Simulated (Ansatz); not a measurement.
# Structural relaxation of a frame of liquid dimethylformamide from 298 K (120 atoms)

Aim: bring a frame of liquid dimethylformamide from 298 K (120 atoms) to a nearby minimum of the energy and see what moves.

Main program and level: Ansatz 0.2.0; Kohn-Sham DFT, PBEsol, PAW (set soft_2), plane waves.

## Step 1: Set-up

The cell holds 120 atoms: 30 C, 10 N, 10 O and 70 H. Its edges and angles: a = 10.872 Å, b = 10.872 Å, c = 10.872 Å, α = 90.0°, β = 90.0°, γ = 90.0°. 10 dimethylformamide placed at random, at 0.945 g/cm³; overlaps pushed apart, then 10 ps at 398 K with MMFF94 bonds, angles, torsions, charges and radii (Halgren, J. Comput. Chem. 17, 490 (1996)) in harmonic and 12-6 forms. Snapshot after 20 ps at 298 K and fixed volume. The density is a measured one.

What the set-up can't give: The network of contacts between molecules at the start is that of the classical potential that made the cell. The functional has no dispersion term, which matters for the binding between molecules or layers. The Brillouin zone is sampled at Γ only, in a cell whose shortest periodic width is 11 Å.

## Step 2: Single point at the start

A single point comes first, to see the forces before anything moves.

The input, input.yaml:

```yaml
crystal:
  lattice:
    - [10.87167, 0.0, 0.0]
    - [0.0, 10.87167, 0.0]
    - [0.0, 0.0, 10.87167]
  atoms:
    - { symbol: C, position: [0.28628, 0.5125, 0.08488] }
    - { symbol: "N", position: [0.3324, 0.5012, 0.21235] }
    - { symbol: C, position: [0.28287, 0.40045, 0.2925] }
    - { symbol: C, position: [0.42009, 0.57865, 0.25242] }
    - { symbol: O, position: [0.47022, 0.57228, 0.35135] }
    - { symbol: H, position: [0.30345, 0.43104, 0.03523] }
    - { symbol: H, position: [0.1899, 0.51477, 0.08274] }
    - { symbol: H, position: [0.3142, 0.59649, 0.04204] }
    - { symbol: H, position: [0.27052, 0.31864, 0.23965] }
    - { symbol: H, position: [0.34999, 0.37599, 0.36741] }
    - { symbol: H, position: [0.1931, 0.43713, 0.32377] }
    - { symbol: H, position: [0.43102, 0.6615, 0.18798] }
    - { symbol: C, position: [0.49194, 0.8889, 0.36467] }
    - { symbol: "N", position: [0.55437, 0.97184, 0.27948] }
    - { symbol: C, position: [0.584, 0.91817, 0.1587] }
    - { symbol: C, position: [0.53881, 0.09546, 0.28647] }
    - { symbol: O, position: [0.57532, 0.16901, 0.20855] }
    - { symbol: H, position: [0.5428, 0.8034, 0.37171] }
    - { symbol: H, position: [0.49547, 0.93599, 0.4518] }
    - { symbol: H, position: [0.39277, 0.87428, 0.33536] }
    - { symbol: H, position: [0.65755, 0.97033, 0.1147] }
    - { symbol: H, position: [0.61625, 0.82108, 0.17381] }
    - { symbol: H, position: [0.50692, 0.924, 0.09044] }
    - { symbol: H, position: [0.5156, 0.12166, 0.38744] }
    - { symbol: C, position: [0.55446, 0.45333, 0.83584] }
    - { symbol: "N", position: [0.63655, 0.51304, 0.92457] }
    - { symbol: C, position: [0.64924, 0.45181, 0.04422] }
    - { symbol: C, position: [0.67598, 0.62824, 0.91477] }
    - { symbol: O, position: [0.72668, 0.69199, 0.99832] }
    - { symbol: H, position: [0.57821, 0.35632, 0.83958] }
    - { symbol: H, position: [0.45667, 0.47447, 0.86558] }
    - { symbol: H, position: [0.56705, 0.48205, 0.73926] }
    - { symbol: H, position: [0.56097, 0.42528, 0.0845] }
    - { symbol: H, position: [0.71455, 0.37621, 0.03773] }
    - { symbol: H, position: [0.69034, 0.52267, 0.10247] }
    - { symbol: H, position: [0.64988, 0.67357, 0.82982] }
    - { symbol: C, position: [0.99061, 0.86815, 0.89588] }
    - { symbol: "N", position: [0.05459, 0.86578, 0.0155] }
    - { symbol: C, position: [0.98451, 0.82819, 0.12435] }
    - { symbol: C, position: [0.18437, 0.87076, 0.03193] }
    - { symbol: O, position: [0.24022, 0.84872, 0.12658] }
    - { symbol: H, position: [0.97102, 0.77151, 0.87281] }
    - { symbol: H, position: [0.89359, 0.90848, 0.91115] }
    - { symbol: H, position: [0.05719, 0.91153, 0.8318] }
    - { symbol: H, position: [0.90725, 0.89111, 0.13269] }
    - { symbol: H, position: [0.94652, 0.73638, 0.11201] }
    - { symbol: H, position: [0.04063, 0.82213, 0.20864] }
    - { symbol: H, position: [0.22848, 0.89619, 0.93964] }
    - { symbol: C, position: [0.65145, 0.65169, 0.58044] }
    - { symbol: "N", position: [0.72806, 0.7362, 0.51819] }
    - { symbol: C, position: [0.79888, 0.8158, 0.59946] }
    - { symbol: C, position: [0.77841, 0.71361, 0.40534] }
    - { symbol: O, position: [0.87301, 0.75552, 0.36019] }
    - { symbol: H, position: [0.70823, 0.60167, 0.64759] }
    - { symbol: H, position: [0.57537, 0.70098, 0.63336] }
    - { symbol: H, position: [0.60506, 0.59546, 0.51473] }
    - { symbol: H, position: [0.85377, 0.88161, 0.5476] }
    - { symbol: H, position: [0.7449, 0.84931, 0.67652] }
    - { symbol: H, position: [0.86904, 0.7587, 0.64334] }
    - { symbol: H, position: [0.7272, 0.64773, 0.35124] }
    - { symbol: C, position: [0.436, 0.16202, 0.93913] }
    - { symbol: "N", position: [0.45909, 0.10346, 0.81529] }
    - { symbol: C, position: [0.54289, 0.99805, 0.81055] }
    - { symbol: C, position: [0.42574, 0.16969, 0.71468] }
    - { symbol: O, position: [0.45544, 0.14684, 0.60768] }
    - { symbol: H, position: [0.41237, 0.08848, 0.00773] }
    - { symbol: H, position: [0.52118, 0.21505, 0.96358] }
    - { symbol: H, position: [0.3467, 0.21511, 0.93526] }
    - { symbol: H, position: [0.63551, 0.03636, 0.82427] }
    - { symbol: H, position: [0.52416, 0.93502, 0.88399] }
    - { symbol: H, position: [0.53834, 0.95612, 0.7285] }
    - { symbol: H, position: [0.36063, 0.24442, 0.74103] }
    - { symbol: C, position: [0.16201, 0.70255, 0.51106] }
    - { symbol: "N", position: [0.23954, 0.66882, 0.62321] }
    - { symbol: C, position: [0.25196, 0.54375, 0.66037] }
    - { symbol: C, position: [0.30954, 0.76008, 0.67263] }
    - { symbol: O, position: [0.38344, 0.74575, 0.75413] }
    - { symbol: H, position: [0.15808, 0.80115, 0.50465] }
    [... 36 atom lines left out ...]
    - { symbol: H, position: [0.81406, 0.1656, 0.91785] }
    - { symbol: H, position: [0.81158, 0.28386, 0.8207] }
    - { symbol: H, position: [0.07106, 0.35552, 0.79603] }
    - { symbol: H, position: [0.1396, 0.35424, 0.94327] }
    - { symbol: H, position: [0.11591, 0.22025, 0.85375] }
    - { symbol: H, position: [0.85822, 0.22054, 0.0917] }
kpoints:
  mp_grid: { grid: [1, 1, 1] }
hamiltonian:
  xc: pbesol
scf:
  occupations: { method: fermi_dirac, width: 0.05 }
output:
  forces: true
  stress: true
  populations: true
  dos:
    method: { smearing: { sigma: 0.08 } }
    de: 0.1
    projected: { site_lists: { C: [C], H: [H], "N": ["N"], O: [O] } }
  eigenvalues: true
```

Command:

```
$ ansatz run input.yaml --threads 4 --pin off --max-ram 8192MiB --backend cpu --events-out ev --progress --plain --runs-dir out
```

Numbers of over 12 decimals in the logs are rounded to 6 here.

The log of the run:

```text
Engine: ansatz 0.2.0, aarch64-unknown-linux-gnu
Pseudopotentials: kind: paw
Pseudopotential: C, paw, valence charge 4, recommended cutoff 420 eV (normal), C.paw.azcp
Pseudopotential: N, paw, valence charge 5, recommended cutoff 420 eV (normal), N.paw.azcp
Pseudopotential: O, paw, valence charge 6, recommended cutoff 420 eV (normal), O.paw.azcp
Pseudopotential: H, paw, valence charge 1, recommended cutoff 420 eV (normal), H.paw.azcp
[... 3 lines on functional and potentials left out ...]
Crystal: 120 atoms, lattice volume = 1284.958 Å³
Basis set: ecut = 420 eV, 25269 PW (Γ), exchange–correlation on 150×150×150 points (8 copies of the dense FFT grid, shifted against one another)
Bands: 270, of which v1, the nominal top of the filled ones, is band 150 counted from 1 (149 counted from 0)
Symmetry: 1 space group operations
Space group: P1 (ITA 1), of the structure as read, at distance tolerance 1.1e-4 Å
k-points: 1
[... 12 lines on functional and potentials left out ...]
Initial density: superposition of atomic densities (neutral atoms: chi_scale 0, normalization atom), corrected by the library's trained network
Initial wavefunctions: pseudopotential atomic-orbital guess
Functional: x = pbesol(κ = 0.804, μ = 0.123457), c = pbesol(β = 0.046)
SCF iter   1: F=—  HF=-17894.667794 eV  |F-HF|=—  |Δ(HF+E_count)|=         —  Δρ=7.01e-3  dr2=4.45e-1  ethr=1.77e-3  ⟨swp⟩=6.0  Hψ=1260  notcnv=0  defer=26
preconditioner: auto → Resta (q_TF=auto, 2.141 Å⁻¹)  ε∞=2.3  [insulator: Δε(μ)=4.179 eV  Ē_g=15.059 eV  σ=0.050 eV  W_gap=1.00  n_scr=202 (ndim 8)  ℏωp=17.4 eV  f_vac=0.241  D(μ)=0.00/eV (n_scr^D=0)  ε∞_Penn≈2.3]
SCF iter   2: F=—  HF=-17894.623157 eV  |F-HF|=—  |Δ(HF+E_count)|=   4.46e-2  Δρ=3.57e-3  dr2=1.11e-1  ethr=1.48e-4  ⟨swp⟩=2.0  Hψ=333  notcnv=0  defer=113
SCF iter   3: F=—  HF=-17894.634254 eV  |F-HF|=—  |Δ(HF+E_count)|=   1.11e-2  Δρ=1.98e-3  dr2=5.39e-2  ethr=3.71e-5  ⟨swp⟩=3.0  Hψ=315  notcnv=0  defer=113
SCF iter   4: F=—  HF=-17894.633288 eV  |F-HF|=—  |Δ(HF+E_count)|=   9.66e-4  Δρ=4.37e-4  dr2=3.16e-3  ethr=1.80e-5  ⟨swp⟩=3.0  Hψ=310  notcnv=0  defer=113
SCF iter   5: F=—  HF=-17894.635404 eV  |F-HF|=—  |Δ(HF+E_count)|=   2.12e-3  Δρ=2.42e-4  dr2=9.31e-4  ethr=1.05e-6  ⟨swp⟩=2.0  Hψ=303  notcnv=0  defer=113
SCF iter   6: F=—  HF=-17894.635804 eV  |F-HF|=—  |Δ(HF+E_count)|=   4.00e-4  Δρ=1.25e-4  dr2=2.12e-4  ethr=3.10e-7  ⟨swp⟩=2.0  Hψ=306  notcnv=0  defer=113
SCF iter   7: F=—  HF=-17894.635818 eV  |F-HF|=—  |Δ(HF+E_count)|=   1.38e-5  Δρ=4.66e-5  dr2=2.54e-5  ethr=7.08e-8  ⟨swp⟩=2.0  Hψ=468  notcnv=0  defer=112
SCF iter   8: F=—  HF=-17894.634452 eV  |F-HF|=—  |Δ(HF+E_count)|=   1.37e-3  Δρ=1.78e-5  dr2=3.50e-6  ethr=8.46e-9  ⟨swp⟩=2.0  Hψ=308  notcnv=0  defer=112
SCF iter   9: F=—  HF=-17894.634455 eV  |F-HF|=—  |Δ(HF+E_count)|=   2.76e-6  Δρ=4.69e-6  dr2=3.52e-7  ethr=1.17e-9  ⟨swp⟩=2.0  Hψ=308  notcnv=0  defer=112
SCF iter  10: F=—  HF=-17894.634455 eV  |F-HF|=—  |Δ(HF+E_count)|=   4.14e-7  Δρ=3.68e-6  dr2=1.73e-7  ethr=3.33e-11  ⟨swp⟩=15.0  Hψ=1698  notcnv=0
SCF iter  11: F=-17894.634455 eV  HF=-17894.634455 eV  |F-HF|=2.15e-9  |Δ(HF+E_count)|=   2.28e-9  Δρ=1.26e-6  dr2=2.12e-8  ethr=3.33e-11  ⟨swp⟩=4.0  Hψ=669  notcnv=0
SCF 1 converged in 11 iterations: F = -17894.634455 eV  dr2 = 2.12e-8
  greatest PAW one-centre occupation: 0.876 electrons in one spin orbital (limit 2), on the O atom at site 100 (counted from 0), in its partial waves of l = 0
SCF converged after 11 iterations
Free energy (F): -17894.634455 eV
Harris-Foulkes:  -17894.634455 eV  (|F-HF|=2.15e-9)
Internal energy: -17894.634455 eV  (E = F + TS)
E sigma→0 (E₀):  -17894.634455 eV
Fermi energy:    1.229566 eV
--- Per-component energies (eV) ---
  E_band       = -2498.219346
  E_kinetic    = 6750.007806
  E_local      = -21713.147154  (includes V_loc(G=0)·N_el)
  E_nonlocal   = 1880.970489
  E_hartree    = 7816.933559
  E_xc         = -3343.319195
  E_vxc        = -4235.534277  (∫ρ·V_xc dr)
  E_paw        = -5658.476677  (= ΣΔE_a)
  E_vpaw       = -814.315707  (= ΣTr[D̂ρ^β])
  E_aug_tail   = -0.068716  (compensation charges beyond the density's cutoff)
  E_ewald      = -3628.801448
  E_core_change = 1.266882  (= ΣΔE_core)
  E_smearing   = -0.000000  (= −TS)
  E_closure    = -0.000000  (closes the sum)
  Σ components = -17894.634455   (vs F -17894.634455, Δ=0.00e0)
--- Forces (eV/Å), atoms counted from 1 ---
  atom   1  C      0.39233829     0.05356491     2.24283095
  atom   2  N     -0.23679107    -0.80067285    -0.69808220
  atom   3  C      0.88959855     1.74189801    -0.04482596
  atom   4  C     -1.15780396     0.99011377    -1.42926187
  atom   5  O      1.03093352    -0.10803361     1.62108503
  atom   6  H      1.02052936    -1.29766141    -1.06871950
  atom   7  H     -2.15719916     0.23527928     0.43273902
  atom   8  H      0.80782025     0.70014495    -0.40081340
  atom   9  H     -0.35785274    -0.79329246    -0.75794304
  atom  10  H     -0.59608827     0.65942617    -0.43258340
  atom  11  H      0.17202190    -0.56531996     0.34332290
  atom  12  H      0.19133717    -0.75690433     0.26759849
  atom  13  C     -0.69696454     0.93565101    -0.83019487
  atom  14  N     -0.71657538    -0.64571656    -1.50364465
[...]
atom 119  H      0.12570510    -0.50709658     0.08753993
  atom 120  H      0.42386497     0.42120784    -0.30535470
  max |Σ_I F_I| component: 9.11e-5 eV/Å
--- Stress (GPa, compression-positive) ---
        0.422268       0.450392       0.663120
        0.450392       1.075130       0.785548
        0.663119       0.785548       0.934633
  P = ⅓ Tr σ = 0.8107 GPa (8.107 kbar)
--- Band table (eV) ---
  k-point 0: bands = ["-21.5312", "-21.5137", "-21.4776", "-21.4178", [... 254 levels ...], "10.3874", "10.4579", "10.4680", "10.5320", "10.5811", "10.6518", "10.6595", "10.6960", "10.7380", "10.8316", "10.8542", "10.9475"]
--- Löwdin populations: 120 sites ---
  site symbol       q [e]
     0      C      4.4009
     1      N      5.0765
     2      C      4.3733
[...]
119      H      0.8652
  spilling = 0.013520 (of n_electrons = 300.000000)
```

Elapsed: 14 s, on 4 threads of Arm Neoverse V1, shared host; peak memory 1.4 GiB; 53 s of CPU time.

Reading the cycles: dr2 is the Hartree energy of the density residual (eV), the measure of convergence; HF is the Harris–Foulkes estimate of the energy, which meets the free energy F at convergence.

Numbers from this run:

```
free energy                                      : -17894.6345 eV
free energy per atom                             : -149.1220 eV/atom
SCF cycles                                       : 11
pressure                                         : 0.8107 GPa
r.m.s. force component                           : 0.8834 eV/Å
longest force                                    : 4.819 eV/Å
Fermi energy                                     : 1.23 eV
gap (highest filled to lowest empty level) : 4.13 eV
spilling of the projection                       : 0.01352
```

The r.m.s. force component of 0.88 eV/Å and the pressure of 0.81 GPa set the starting point.

Neighbours are counted within 1.34 Å (H-C), 1.79 Å (C-N), 1.68 Å (C-O).

Length of the force by element and coordination:

| element | coordination | atoms | mean length of the force (eV/Å) | spread | least | most |
| --- | --- | --- | --- | --- | --- | --- |
| C | all | 30 | 1.68 | 1.10 | 0.275 | 4.82 |
| C | 3 | 10 | 1.71 | 0.961 | 0.345 | 3.14 |
| C | 4 | 20 | 1.66 | 1.16 | 0.275 | 4.82 |
| H | all | 70 | 0.966 | 0.666 | 0.201 | 3.96 |
| N | all | 10 | 2.03 | 0.849 | 0.831 | 3.39 |
| O | all | 10 | 1.03 | 0.722 | 0.221 | 2.19 |

[end of part 1 of 3]

[Logs are printed without paths, hosts, clocks, repeated set-up lines and the standing remarks that a program may print on its own settings, such as how far it seeks lower states.]

[Hosts, paths, dates, database ids (printed as entryN), source tags and the programs' standing remarks are cut or masked in the printed files.]

[The MMFF94 radii named for the starting cell were scaled by 0.96; in molecules described by MMFF94, hydrogen bound to N, O or S took a small fixed 12-6 site in their place.]
